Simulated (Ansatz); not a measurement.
# Structural relaxation of generalised stacking fault on (110) of a KCl-RbCl solid solution (80 atoms)

Aim: bring generalised stacking fault on (110) of a KCl-RbCl solid solution (80 atoms) to a nearby minimum of the energy and see what moves.

Main program and level: Ansatz 0.2.0; Kohn-Sham DFT, LDA, PAW (set soft_2), plane waves.

### 1. The structure

The cell holds 80 atoms: 13 Rb, 40 Cl and 27 K. Its edges and angles: a = 7.339 Å, b = 10.379 Å, c = 26.163 Å, α = 90.0°, β = 84.6°, γ = 90.0°. It derives from KCl and RbCl. CsCl-type KCl lattice (a = 3.6697 Å, the value set for the mixture), cell with z along [110], 2 x 2 x 5 periods; the third cell vector is tilted by 0.667 of [001] and lengthened by 0.1 Å, so the cell holds one fault; displaced by a Gaussian of 0.01 Å; 13 of 40 K sites given to Rb at random (lattice constant by Vegard's rule between KCl and RbCl).

Before any run, some limits are plain. Atoms were free to move along the slip, so the relaxation can undo part or all of it. The host structure and its lattice constant were typed by rule, without a check against the phase diagram.

### 2. Single point at the start

A single point comes first, to see the forces before anything moves.

input.yaml reads:

```yaml
crystal:
  lattice:
    - [7.3394, 0.0, 0.0]
    - [0.0, 10.37948, 0.0]
    - [2.44644, 0.0, 26.0487]
  atoms:
    - { symbol: Rb, position: [0.66727, 0.00092, 0.99566] }
    - { symbol: Cl, position: [0.2163, 0.00062, 0.09925] }
    - { symbol: K, position: [0.16859, 0.99894, 0.99608] }
    - { symbol: Cl, position: [0.71814, 0.9991, 0.09992] }
    - { symbol: K, position: [0.66572, 0.49869, 0.99572] }
    - { symbol: Cl, position: [0.2184, 0.49817, 0.09923] }
    - { symbol: K, position: [0.16557, 0.49943, 0.99551] }
    - { symbol: Cl, position: [0.71987, 0.49891, 0.09929] }
    - { symbol: K, position: [0.96849, 0.25071, 0.09866] }
    - { symbol: Cl, position: [0.18495, 0.24935, 0.19882] }
    - { symbol: Rb, position: [0.46696, 0.24975, 0.0991] }
    - { symbol: Cl, position: [0.68533, 0.24953, 0.19853] }
    - { symbol: K, position: [0.9357, 0.99888, 0.19899] }
    - { symbol: Cl, position: [0.15127, 0.00132, 0.29812] }
    - { symbol: Rb, position: [0.4335, 0.00078, 0.19902] }
    - { symbol: Cl, position: [0.65083, 0.99887, 0.29884] }
    - { symbol: K, position: [0.96548, 0.74814, 0.09963] }
    - { symbol: Cl, position: [0.18261, 0.75033, 0.19914] }
    - { symbol: K, position: [0.46849, 0.75142, 0.09866] }
    - { symbol: Cl, position: [0.68487, 0.74958, 0.1989] }
    - { symbol: K, position: [0.93337, 0.50196, 0.19937] }
    - { symbol: Cl, position: [0.15028, 0.49997, 0.29846] }
    - { symbol: K, position: [0.43378, 0.50155, 0.19845] }
    - { symbol: Cl, position: [0.65118, 0.49973, 0.29901] }
    - { symbol: K, position: [0.89881, 0.24855, 0.29879] }
    - { symbol: Cl, position: [0.11673, 0.25023, 0.39814] }
    - { symbol: K, position: [0.40173, 0.24952, 0.29866] }
    - { symbol: Cl, position: [0.61496, 0.25172, 0.39778] }
    - { symbol: Rb, position: [0.86465, 0.99859, 0.39799] }
    - { symbol: Cl, position: [0.08383, 0.00269, 0.49788] }
    - { symbol: Rb, position: [0.36419, 0.00218, 0.39826] }
    - { symbol: Cl, position: [0.58439, 0.99894, 0.49801] }
    - { symbol: K, position: [0.90062, 0.74991, 0.29759] }
    - { symbol: Cl, position: [0.11561, 0.75149, 0.3978] }
    - { symbol: Rb, position: [0.40052, 0.75012, 0.2985] }
    - { symbol: Cl, position: [0.61756, 0.7496, 0.39834] }
    - { symbol: K, position: [0.868, 0.50076, 0.39757] }
    - { symbol: Cl, position: [0.08147, 0.49905, 0.49769] }
    - { symbol: K, position: [0.36812, 0.49924, 0.39807] }
    - { symbol: Cl, position: [0.5833, 0.50026, 0.49752] }
    - { symbol: Rb, position: [0.83433, 0.24981, 0.49807] }
    - { symbol: Cl, position: [0.04945, 0.24918, 0.5978] }
    - { symbol: K, position: [0.33484, 0.25017, 0.49754] }
    - { symbol: Cl, position: [0.55185, 0.24835, 0.59776] }
    - { symbol: K, position: [0.80171, 0.99892, 0.59714] }
    - { symbol: Cl, position: [0.01937, 0.99979, 0.6969] }
    - { symbol: K, position: [0.30424, 0.99889, 0.59774] }
    - { symbol: Cl, position: [0.51603, 0.00089, 0.6967] }
    - { symbol: K, position: [0.83587, 0.75044, 0.49765] }
    - { symbol: Cl, position: [0.05033, 0.74896, 0.59783] }
    - { symbol: K, position: [0.33673, 0.75048, 0.49779] }
    - { symbol: Cl, position: [0.55011, 0.74877, 0.59786] }
    - { symbol: K, position: [0.80066, 0.49884, 0.59711] }
    - { symbol: Cl, position: [0.01752, 0.4991, 0.69631] }
    - { symbol: Rb, position: [0.30109, 0.49942, 0.59705] }
    - { symbol: Cl, position: [0.51685, 0.50057, 0.69699] }
    - { symbol: Rb, position: [0.7683, 0.25001, 0.69702] }
    - { symbol: Cl, position: [0.98254, 0.24898, 0.79682] }
    - { symbol: K, position: [0.2675, 0.24964, 0.69698] }
    - { symbol: Cl, position: [0.48572, 0.25107, 0.79683] }
    - { symbol: K, position: [0.73571, 0.00029, 0.79629] }
    - { symbol: Cl, position: [0.95044, 0.9996, 0.89657] }
    - { symbol: K, position: [0.23589, 0.00109, 0.79594] }
    - { symbol: Cl, position: [0.4521, 0.00119, 0.896] }
    - { symbol: Rb, position: [0.7658, 0.74889, 0.69675] }
    - { symbol: Cl, position: [0.98154, 0.74988, 0.79577] }
    - { symbol: K, position: [0.26968, 0.74961, 0.69764] }
    - { symbol: Cl, position: [0.48489, 0.74917, 0.79655] }
    - { symbol: Rb, position: [0.73353, 0.50013, 0.79658] }
    - { symbol: Cl, position: [0.95318, 0.50137, 0.89549] }
    - { symbol: Rb, position: [0.23606, 0.50019, 0.79643] }
    - { symbol: Cl, position: [0.45322, 0.49923, 0.89666] }
    - { symbol: K, position: [0.6995, 0.24854, 0.89646] }
    - { symbol: Cl, position: [0.919, 0.24951, 0.99587] }
    - { symbol: K, position: [0.20233, 0.24925, 0.89615] }
    - { symbol: Cl, position: [0.41716, 0.2492, 0.99604] }
    - { symbol: K, position: [0.70239, 0.74971, 0.89558] }
    - { symbol: Cl, position: [0.9171, 0.74949, 0.99572] }
    - { symbol: Rb, position: [0.20284, 0.75033, 0.89632] }
    - { symbol: Cl, position: [0.42039, 0.75161, 0.99571] }
kpoints:
  mp_grid: { grid: [2, 1, 1] }
hamiltonian:
  xc: lda
scf:
  occupations: { method: fermi_dirac, width: 0.025 }
output:
  forces: true
  stress: true
  populations: intrinsic
  dos:
    method: { smearing: { sigma: 0.08 } }
    de: 0.1
    projected: { site_lists: { Cl: [Cl], K: [K], Rb: [Rb] } }
  eigenvalues: true
```

Run with:

```
$ ansatz run input.yaml --threads 8 --pin off --max-ram 15872MiB --backend cpu --events-out ev --progress --plain --runs-dir out
```

Numbers of over 12 decimals in the logs are rounded to 6 here.

Output:

```text
Engine: ansatz 0.2.0, aarch64-unknown-linux-gnu
Pseudopotentials: kind: paw
Pseudopotential: Rb, paw, valence charge 9, recommended cutoff 420 eV (normal), Rb.paw.azcp
Pseudopotential: Cl, paw, valence charge 7, recommended cutoff 420 eV (normal), Cl.paw.azcp
Pseudopotential: K, paw, valence charge 9, recommended cutoff 420 eV (normal), K.paw.azcp
Functional definition: SPW92
  exchange = slater_x
  correlation = pw_c
Crystal: 80 atoms, lattice volume = 1984.368 Å³
Basis set: ecut = 420 eV, 38795 PW (Γ)
Bands: 400, of which v1, the nominal top of the filled ones, is band 320 counted from 1 (319 counted from 0)
Symmetry: 1 space group operations
Space group: P1 (ITA 1), of the structure as read, at distance tolerance 1.3e-4 Å
k-points: 2
Non-local potential: Rb, projectors of the file, l = 0: 3, l = 1: 2, l = 2: 2
Non-local potential: Cl, projectors of the file, l = 0: 2, l = 1: 2, l = 2: 2
Non-local potential: K, projectors of the file, l = 0: 3, l = 1: 2, l = 2: 2
PAW form: soft (Blöchl's): semilocal exchange-correlation on the pseudo side does not see the compensation charge
PAW frozen core: Rb, regenerated for the run's functional, and the local potential with it (the file was generated under x = pbe(κ = 0.804, μ = 0.219515), c = pbe(β = 0.066725))
PAW frozen core: Cl, regenerated for the run's functional, and the local potential with it (the file was generated under x = pbe(κ = 0.804, μ = 0.219515), c = pbe(β = 0.066725))
PAW frozen core: K, regenerated for the run's functional, and the local potential with it (the file was generated under x = pbe(κ = 0.804, μ = 0.219515), c = pbe(β = 0.066725))
PAW one-centre angular grid: Rb, 110 points (default); XC on 64 Gauss nodes
PAW one-centre angular grid: Cl, 110 points (default); XC on 64 Gauss nodes
PAW one-centre angular grid: K, 110 points (default); XC on 64 Gauss nodes
Initial density: superposition of atomic densities (neutral atoms: chi_scale 0, normalization atom), corrected by the library's trained network
Initial wavefunctions: pseudopotential atomic-orbital guess
Functional: x = slater, c = lda
SCF iter   1: F=—  HF=-123536.647690 eV  |F-HF|=—  |Δ(HF+E_count)|=         —  Δρ=7.10e-3  dr2=9.80e-1  ethr=1.77e-3  ⟨swp⟩=12.5  Hψ=4589  notcnv=0  defer=36
preconditioner: auto → Resta (q_TF=auto, 2.259 Å⁻¹)  ε∞=3.0  [insulator: Δε(μ)=4.975 eV  Ē_g=13.891 eV  σ=0.025 eV  W_gap=1.00  n_scr=392 (ndim 8)  ℏωp=19.7 eV  f_vac=0.002  D(μ)=0.00/eV (n_scr^D=0)  ε∞_Penn≈3.0]
SCF iter   2: F=—  HF=-123536.355878 eV  |F-HF|=—  |Δ(HF+E_count)|=   2.92e-1  Δρ=3.52e-3  dr2=1.80e-1  ethr=1.53e-4  ⟨swp⟩=2.0  Hψ=1160  notcnv=0  defer=139
SCF iter   3: F=—  HF=-123536.308061 eV  |F-HF|=—  |Δ(HF+E_count)|=   4.78e-2  Δρ=6.81e-4  dr2=7.55e-3  ethr=2.81e-5  ⟨swp⟩=2.0  Hψ=823  notcnv=0  defer=142
SCF iter   4: F=—  HF=-123536.307390 eV  |F-HF|=—  |Δ(HF+E_count)|=   6.71e-4  Δρ=9.53e-5  dr2=1.21e-4  ethr=1.18e-6  ⟨swp⟩=3.0  Hψ=1285  notcnv=0  defer=142
SCF iter   5: F=—  HF=-123536.307451 eV  |F-HF|=—  |Δ(HF+E_count)|=   6.07e-5  Δρ=1.82e-5  dr2=6.37e-6  ethr=1.90e-8  ⟨swp⟩=2.5  Hψ=1319  notcnv=0  defer=142
SCF iter   6: F=—  HF=-123536.306126 eV  |F-HF|=—  |Δ(HF+E_count)|=   1.32e-3  Δρ=3.98e-6  dr2=3.37e-7  ethr=9.95e-10  ⟨swp⟩=2.0  Hψ=1280  notcnv=0  defer=142
SCF iter   7: F=-123536.306126 eV  HF=-123536.306126 eV  |F-HF|=4.18e-9  |Δ(HF+E_count)|=   6.46e-8  Δρ=9.32e-7  dr2=2.10e-8  ethr=1.56e-11  ⟨swp⟩=14.0  Hψ=4757  notcnv=0
SCF 1 converged in 7 iterations: F = -123536.306126 eV  dr2 = 2.10e-8
  greatest PAW one-centre occupation: 0.985 electrons in one spin orbital (limit 2), on the K atom at site 8 (counted from 0), in its partial waves of l = 0
SCF converged after 7 iterations
Free energy (F): -123536.306126 eV
Harris-Foulkes:  -123536.306126 eV  (|F-HF|=4.18e-9)
Internal energy: -123536.306126 eV  (E = F + TS)
E sigma→0 (E₀):  -123536.306126 eV
Fermi energy:    5.956408 eV
--- Per-component energies (eV) ---
  E_band       = -3623.056683
  E_kinetic    = 15882.426540
  E_local      = -27300.880159  (includes V_loc(G=0)·N_el)
  E_nonlocal   = 3934.396859
  E_hartree    = 8123.940022
  E_xc         = -9557.103116
  E_vxc        = -11114.996161  (∫ρ·V_xc dr)
  E_paw        = -77871.306539  (= ΣΔE_a)
  E_vpaw       = -1271.881036  (= ΣTr[D̂ρ^β])
  E_aug_tail   = 0.003835  (compensation charges beyond the density's cutoff)
  E_ewald      = -36765.882106
  E_core_change = 18.098538  (= ΣΔE_core)
  E_smearing   = -0.000000  (= −TS)
  E_closure    = -0.000000  (closes the sum)
  Σ components = -123536.306126   (vs F -123536.306126, Δ=0.00e0)
--- Forces (eV/Å), atoms counted from 1 ---
  atom   1  Rb    -0.16118121    -0.02303406    -0.77306269
  atom   2  Cl    -0.00934210    -0.12820704     0.37421763
  atom   3  K     -0.12319267     0.00171148    -0.57331950
  atom   4  Cl     0.36992867    -0.11429508     0.78333828
  atom   5  K     -0.07299386     0.02916759    -0.52139814
  atom   6  Cl     0.04193661     0.15776544     0.42422022
  atom   7  K     -0.08425850     0.01634503    -0.50030815
  atom   8  Cl     0.15591113     0.13662948     0.43279189
  atom   9  K      0.10428122    -0.01174332     0.64247642
  atom  10  Cl    -0.16272537     0.14190343     0.11000390
  atom  11  Rb     0.25637678     0.00275487     0.94739391
  atom  12  Cl     0.16347679     0.12553388     0.14208812
  atom  13  K     -0.02618862     0.04225590    -0.01112329
  atom  14  Cl    -0.17027571     0.07686472    -0.07188246
[...]
atom  79  Rb    -0.02168557     0.01697662    -0.01794031
  atom  80  Cl    -0.15940762    -0.15174802    -0.41383403
  max |Σ_I F_I| component: 1.58e-5 eV/Å
--- Stress (GPa, compression-positive) ---
        0.847446       0.007554       0.262957
        0.007554       0.340894      -0.002664
        0.262957      -0.002664       1.527149
  P = ⅓ Tr σ = 0.9052 GPa (9.052 kbar)
--- Band table (eV) ---
  k-point 0: bands = ["-24.1092", "-24.1066", "-24.1032", "-24.1006", [... 384 levels ...], "11.5249", "11.5360", "11.5484", "11.5740", "11.6046", "11.6388", "11.6642", "11.6873", "11.6980", "11.7215", "11.7318", "11.7344"]
  k-point 1: bands = ["-24.1081", "-24.1039", "-24.1013", "-24.0960", [... 384 levels ...], "11.5030", "11.5207", "11.5292", "11.5497", "11.5834", "11.6242", "11.6480", "11.6543", "11.6772", "11.6934", "11.7227", "11.7404"]
--- intrinsic populations: 80 sites ---
  site symbol       q [e]
     0     Rb      8.2107
     1     Cl      7.7573
     2      K      8.2544
[...]
79     Cl      7.7584
  spilling = 0.000000 (of n_electrons = 640.000000)
```

Run time: 43 s. Hardware: 8 threads of Arm Neoverse V1, shared host; peak memory 6.6 GiB.

Numbers from this run:

| Property | Result |
| --- | --- |
| free energy | -123536.3061 eV |
| free energy per atom | -1544.2038 eV/atom |
| SCF cycles | 7 |
| pressure | 0.9052 GPa |
| r.m.s. force component | 0.1849 eV/Å |
| longest force | 1.128 eV/Å |
| Fermi energy | 5.956 eV |
| gap (highest filled to lowest empty level) | 5.093 eV |

The r.m.s. force component of 0.18 eV/Å and the pressure of 0.91 GPa set the starting point.

Neighbours are counted within 3.62 Å (Cl-K), 3.62 Å (Cl-Rb).

Length of the force by element and coordination:

| element | coordination | atoms | mean length of the force (eV/Å) | spread | least | most |
| --- | --- | --- | --- | --- | --- | --- |
| Cl | all | 40 | 0.275 | 0.199 | 0.104 | 1.13 |
| Cl | 7 | 8 | 0.588 | 0.252 | 0.358 | 1.13 |
| Cl | 8 | 32 | 0.197 | 0.0565 | 0.104 | 0.305 |
| K | all | 27 | 0.154 | 0.222 | 0.0088 | 0.651 |
| K | 7 | 6 | 0.567 | 0.053 | 0.508 | 0.651 |
| K | 8 | 21 | 0.0365 | 0.0173 | 0.0088 | 0.0751 |
| Rb | all | 13 | 0.172 | 0.307 | 0.0188 | 0.982 |
| Rb | 7 | 2 | 0.886 | 0.0957 | 0.79 | 0.982 |
| Rb | 8 | 11 | 0.0423 | 0.015 | 0.0188 | 0.0626 |

### 3. Relaxation

With the cell held, the atoms are moved downhill towards a nearby minimum.

input.yaml, the sections that differ from step 2:

```yaml
output:
  forces: true
relax:
  f_tol: 0.03
  max_steps: 98
# crystal, kpoints, hamiltonian, scf: as in step 2
```

Output:

```text
[...]
Crystal: 80 atoms, lattice volume = 1984.368 Å³
Basis set: ecut = 420 eV, 38795 PW (Γ)
Bands: 400, of which v1, the nominal top of the filled ones, is band 320 counted from 1 (319 counted from 0)
Symmetry: 1 space group operations
[...]
k-points: 2
[...]
SCF iter   1: F=—  HF=-123536.647689 eV  |F-HF|=—  |Δ(HF+E_count)|=         —  Δρ=7.10e-3  dr2=9.80e-1  ethr=1.77e-3  ⟨swp⟩=12.5  Hψ=4589  notcnv=0  defer=36
[...]
SCF iter   6: F=-123536.306126 eV  HF=-123536.306126 eV  |F-HF|=1.56e-8  |Δ(HF+E_count)|=   7.90e-7  Δρ=3.93e-6  dr2=3.38e-7  ethr=9.97e-10  ⟨swp⟩=1.5  Hψ=2067  notcnv=0
SCF 1 converged in 6 iterations: F = -123536.306126 eV  dr2 = 3.38e-7
[...]
relax step   1: F+E_penalty+E_count = -123536.30612589 eV  Δ(F+E_penalty+E_count) = +0.000e0 eV  max|allowed force component| = 1.066e0 eV/Å  Δτ_max = 0.0000 Å  (6 SCF iters, dr2 threshold 2.25e-5 eV, accepted)
[...]
relax step   2: F+E_penalty+E_count = -123537.00372285 eV  Δ(F+E_penalty+E_count) = -6.976e-1 eV  max|allowed force component| = 1.516e-1 eV/Å  Δτ_max = 0.1909 Å  (5 SCF iters, dr2 threshold 7.11e-5 eV, accepted)
[...]
relax step   3: F+E_penalty+E_count = -123537.09145373 eV  Δ(F+E_penalty+E_count) = -8.773e-2 eV  max|allowed force component| = 2.727e-2 eV/Å  Δτ_max = 0.2000 Å  (6 SCF iters, dr2 threshold 1.44e-6 eV, accepted)
relax step   4: F+E_penalty+E_count = -123537.09145383 eV  Δ(F+E_penalty+E_count) = -9.882e-8 eV  max|allowed force component| = 2.726e-2 eV/Å  Δτ_max = 0.0000 Å  (2 SCF iters, accepted)
relax step   5: F+E_penalty+E_count = -123537.16782236 eV  Δ(F+E_penalty+E_count) = -7.637e-2 eV  max|allowed force component| = 7.690e-2 eV/Å  Δτ_max = 0.1951 Å  (7 SCF iters, accepted)
relax step   6: F+E_penalty+E_count = -123537.25939549 eV  Δ(F+E_penalty+E_count) = -9.157e-2 eV  max|allowed force component| = 9.835e-2 eV/Å  Δτ_max = 0.1949 Å  (6 SCF iters, dr2 threshold 5.91e-6 eV, accepted)
relax step   7: F+E_penalty+E_count = -123537.28287680 eV  Δ(F+E_penalty+E_count) = -2.348e-2 eV  max|allowed force component| = 7.387e-2 eV/Å  Δτ_max = 0.1154 Å  (5 SCF iters, dr2 threshold 9.67e-6 eV, accepted)
relax step   8: F+E_penalty+E_count = -123537.29295332 eV  Δ(F+E_penalty+E_count) = -1.008e-2 eV  max|allowed force component| = 3.273e-2 eV/Å  Δτ_max = 0.0427 Å  (5 SCF iters, dr2 threshold 3.08e-6 eV, accepted)
[...]
relax step   9: F+E_penalty+E_count = -123537.29545428 eV  Δ(F+E_penalty+E_count) = -2.501e-3 eV  max|allowed force component| = 2.029e-3 eV/Å  Δτ_max = 0.0143 Å  (5 SCF iters, accepted)
SCF converged after 5 iterations
Free energy (F): -123537.295454 eV
[...]
Internal energy: -123537.295454 eV  (E = F + TS)
E sigma→0 (E₀):  -123537.295454 eV
Fermi energy:    6.000229 eV
[...]
--- Forces (eV/Å), atoms counted from 1 ---
  atom   1  Rb    -0.00023421    -0.00045479     0.00108994
  atom   2  Cl    -0.00013792     0.00016488    -0.00059960
  atom   3  K      0.00066681    -0.00018802     0.00070218
  atom   4  Cl    -0.00039138     0.00020658    -0.00094085
  atom   5  K     -0.00006550     0.00011146    -0.00035373
  atom   6  Cl     0.00013658    -0.00000393     0.00016689
  atom   7  K      0.00016833    -0.00026957    -0.00031068
  atom   8  Cl    -0.00109055     0.00050135     0.00011364
  atom   9  K     -0.00177092     0.00017849     0.00056059
  atom  10  Cl     0.00109466    -0.00048994    -0.00066111
  atom  11  Rb    -0.00063260    -0.00003392     0.00002071
  atom  12  Cl    -0.00033014     0.00006715     0.00040365
  atom  13  K      0.00019683     0.00012927     0.00011455
  atom  14  Cl     0.00097765    -0.00020580    -0.00009973
[...]
atom  79  Rb    -0.00034499     0.00019705    -0.00036705
  atom  80  Cl     0.00198025    -0.00061690    -0.00100332
  max |Σ_I F_I| component: 3.28e-6 eV/Å
--- Relaxed structure (9 steps of the walk, 9 accepted, 0 SCFs on fresh bases) ---
  F+E_penalty+E_count = -123537.29545428 eV   max|allowed force component| = 2.029e-3 eV/Å
  atoms:
    - { symbol: Rb, position: [0.590711, 0.00027344, 0.998338] }
    - { symbol: Cl, position: [0.283049, -0.00231319, 0.096839] }
    - { symbol: K, position: [0.090015, 0.999993, 0.997765] }
    - { symbol: Cl, position: [0.799625, 0.996938, 0.098359] }
[...]
- { symbol: Cl, position: [0.343152, 0.746484, 0.999856] }
```

Run time: 2.4 min. Hardware: 8 threads; peak memory 6.7 GiB; 18 min of CPU time.

Relaxation path:

| step | energy less that of the first step (eV) | largest force component (eV/Å) |
| --- | --- | --- |
| 1 | 0.0000 | 1.0664 |
| 2 | -0.6976 | 0.1516 |
| 3 | -0.7853 | 0.0273 |
| 4 | -0.7853 | 0.0273 |
| 5 | -0.8617 | 0.0769 |
| 6 | -0.9533 | 0.0984 |
| 7 | -0.9768 | 0.0739 |
| 8 | -0.9868 | 0.0327 |
| 9 | -0.9893 | 0.0020 |

The atoms that moved most (Å):

| atom | dx | dy | dz | length |
| --- | --- | --- | --- | --- |
| Cl76 | -0.597 | 0.034 | 0.023 | 0.598 |
| Cl4 | 0.594 | -0.022 | -0.041 | 0.596 |
| K3 | -0.573 | 0.011 | 0.044 | 0.574 |
| Cl80 | -0.557 | -0.053 | 0.108 | 0.570 |
| K17 | 0.558 | 0.001 | -0.058 | 0.561 |
| Rb1 | -0.555 | -0.007 | 0.070 | 0.560 |
| Rb11 | 0.550 | 0.003 | -0.038 | 0.551 |
| Cl78 | -0.545 | -0.026 | 0.081 | 0.551 |

The relaxation changed the energy by -12.4 meV/atom, and atoms moved by 0.36 Å r.m.s., 0.60 Å at most.

(Part 1 of 2 ends here.)

[Logs are printed without paths, hosts, clocks, repeated set-up lines and the standing remarks that a program may print on its own settings, such as how far it seeks lower states.]

[Hosts, paths, dates, database ids (printed as entryN), source tags and the programs' standing remarks are cut or masked in the printed files.]
